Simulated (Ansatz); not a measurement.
Ge7H2 (hydrogen-terminated (110) film, 7 layers), computed twice by G0W0.

The cell holds 18 atoms: 14 Ge and 4 H. Cell: a = 4.001 Å, b = 5.658 Å, c = 52.200 Å, α = 90.0°, β = 90.0°, γ = 90.0°. It derives from Ge. Vacuum lies along c.

```xyz
18
Lattice="4.0008 0.0000 0.0000 0.0000 5.6580 0.0000 0.0000 0.0000 52.2000" Properties=species:S:1:pos:R:3
Ge    0.0000    0.0166   20.1179
Ge    0.0000    4.2435   22.0938
Ge    2.0004    2.8290   22.0938
Ge    2.0004    1.3979   20.1179
Ge    0.0000   -0.0012   24.0948
Ge    0.0000    4.2448   26.1000
Ge    2.0004    2.8277   26.1000
Ge    2.0004    1.4157   24.0948
Ge    0.0000   -0.0012   28.1052
Ge    0.0000    4.2435   30.1062
Ge    2.0004    2.8290   30.1062
Ge    2.0004    1.4157   28.1052
Ge    0.0000    0.0166   32.0821
Ge    2.0004    1.3979   32.0821
H     0.0000    4.7734   18.8540
H     2.0004    2.2991   18.8540
H     0.0000    4.7734   33.3460
H     2.0004    2.2991   33.3460
```

The structure was relaxed with PBEsol (ions only). The runs that relaxed it are not among those shown.

The first (Ansatz 0.2.0; start PBEsol, 4×4×1 mesh, 1742 empty bands, screening to 75 eV, PAW set soft_1 files; 1 × NVIDIA H100 80GB HBM3 (shared by 6 runs) with 3 threads of AMD EPYC 7R13 (Zen 3), shared host) gave, on its mesh: starting gap 0.47 eV, G0W0 gap 1.12 eV, mean of 1 + 4πα/V (set by the cell height) 6.14, 4 min.

The second gave: starting gap 0.47 eV, G0W0 gap 1.02 eV, mean of 1 + 4πα/V (set by the cell height) 6.30, 84 s.

Q: What was changed in the input? Choose among start, files, mesh, bands and cutoff, frequency model or another key.

Changed: empty bands from 1742 to 704 and screening cutoff (eV) from 75.0 to 41. The starting gap stayed, which rules out the functional and points to the GW step. Other changes could give like numbers; this is the one that was made.

Limits: not at the basis limit; coarse mesh for a sheet; no spin-orbit coupling.

[Paths, hosts, dates, memory and timing lines, banners, echoed tables and standing remarks are left out of the program output.]

[Logs are printed without paths, hosts, clocks, repeated set-up lines and the standing remarks that a program may print on its own settings, such as how far it seeks lower states.]

[Runs of the session that timed out or met a known fault of the program may be left out.]

[Cells called generated may have been cut or substituted from an entry of the Crystallography Open Database or the Materials Project.]

[Hosts, paths, dates, database ids (printed as entryN), source tags and the programs' standing remarks are cut or masked in the printed files.]
